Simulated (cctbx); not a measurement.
**Which space group?**

Cell: a = 5.6660 Å, b = 5.6660 Å, c = 6.7750 Å, α = 90.00°, β = 90.00°, γ = 120.00°. Expected content of the cell: W4 C16.

The data are simulated with cctbx, not measured: Cu Kα, λ = 1.54184 Å, to d = 0.83 Å, 50 % of the full sphere, strongest reflection 40000 counts, noise from counting, a 2 % proportional error and a noise floor of 8 counts (s.d.); no absorption.

Tests on the unmerged data give:

```text
698 reflections to d = 0.831 A
centring   violations  <I/sigma> of those
    A        284 of   340     27.2
    B        283 of   345     26.3
    C        295 of   361     26.3
    I        288 of   343     26.8
    R        372 of   456     26.4
    F        431 of   523     26.6
Laue class    unique    Rint  (classes that these axes allow; Friedel mates merged)
P -1              531   0.015
P 1 1 2/m         342   0.017
P -3              229   0.017
P -3 1 m          138   0.018
P -3 m 1          153   0.018
P 6/m             127   0.019
P 6/m m m          94   0.019
space group    extra absences  I>4sigma  <I/sigma>
P 6 2 2                 0          0         -  acentric
P 63 2 2                2          0      -0.5  acentric
P 6 m m                 0          0         -  acentric
P 63 m c               62          0      -0.0  acentric
P -6 m 2                0          0         -  acentric
P -6 2 m                0          0         -  acentric
P -6 2 c               62          0      -0.0  acentric
P 6/m m m               0          0         -  centric
P 63/m m c             62          0      -0.0  centric
Wilson B = 1.96 A^2   <|E^2-1|> = 0.757 (0.968 centric, 0.736 acentric)   E^2>4: 1.2 %
shell (A)         n   <I/sigma>
 4.91 - 1.57     19     65.7
 1.57 - 1.26     12     76.9
 1.26 - 1.10     13     64.6
 1.10 - 1.00     12     79.8
 1.00 - 0.93     14     45.8
 0.93 - 0.87     11     67.5
 0.87 - 0.83     13     53.2
```

Q: Read the symmetry from these tables.

Every centring test has many violations, so the lattice is primitive.

Rint stays low (0.015 to 0.019) up to P 6/m m m, the highest class in these axes.

9 settings pass the absence test. The most absences obeyed, 62, belong to P 63 m c, P -6 2 c and P 63/m m c, which absences can't tell apart.

⟨|E²−1|⟩ = 0.757 leans to a non-centrosymmetric structure. Here that hint misleads: the statistic assumes many like atoms on general positions, and few, heavy or special-position atoms break it. The Wilson B of 1.96 Å² means U ≈ 0.0248 Å².

The true group is P6_3/mmc (no. 194), Laue class 6/mmm, centrosymmetric. The tables only narrow the choice to the tied entries; cell content, site symmetry and trial solutions must settle it.

The model is made up (kin elements in a known structure type, no relaxation), so it says nothing on whether the phase exists.

[Logs are printed without paths, hosts, clocks, repeated set-up lines and the standing remarks that a program may print on its own settings, such as how far it seeks lower states.]
